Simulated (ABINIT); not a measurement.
Planning a run of ABINIT 10.8.3 on AgCl (Chlorargyrite). The input:

```
acell 3*1.0 Angstrom
rprim 
  -0.000000000000 2.735000000000 2.735000000000
  2.735000000000 0.000000000000 2.735000000000
  2.735000000000 2.735000000000 -0.000000000000
ntypat 2
znucl 47 17
natom 2
typat 1 2
xred 
  0.000000000000 0.000000000000 0.000000000000
  0.500000000000 0.500000000000 0.500000000000
pp_dirpath "pseudos"
pseudos "Ag.upf, Cl.upf"
ecut 37
ngkpt 4 4 4
nshiftk 1
shiftk 0 0 0
kptopt 1
chksymbreak 0
irdden 1
istwfk *1
nband 209
prtvol 0
optdriver 6
gwr_task "HDIAGO"
paral_kgb 0
occopt 1
indata_prefix "in"
outdata_prefix "out"
tmpdata_prefix "tmp"
```

The database entry behind the starting cell differs from later determinations by our own check (an axis about 1.4 % short against later determinations), so it need not match the best structure at ambient conditions.

```sh
OMP_NUM_THREADS=1 mpirun -n 4 abinit run.abi > log
```

**Question.** Estimate wall time and host memory on 4 MPI ranks of Intel Xeon Platinum 8488C (Sapphire Rapids), shared host.

It took 33 s; on shared hardware allow 16 s to 66 s. Peak host memory was 2.2 GiB.

[Paths, hosts, dates, memory and timing lines, banners, echoed tables and standing remarks are left out of the program output.]

[Logs are printed without paths, hosts, clocks, repeated set-up lines and the standing remarks that a program may print on its own settings, such as how far it seeks lower states.]

[Runs of the session that timed out or met a known fault of the program may be left out.]

[Hosts, paths, dates, database ids (printed as entryN), source tags and the programs' standing remarks are cut or masked in the printed files.]

[G0W0 gaps are taken among the corrected bands and points alone; a level outside them can change the order at an edge.]

[Where Ansatz stands beside ABINIT at settings called matched, ABINIT's density can come from a denser mesh and the files from another edition; pairs whose starting gaps differed by over 0.03 eV were left out, so agreement reads better than it is.]
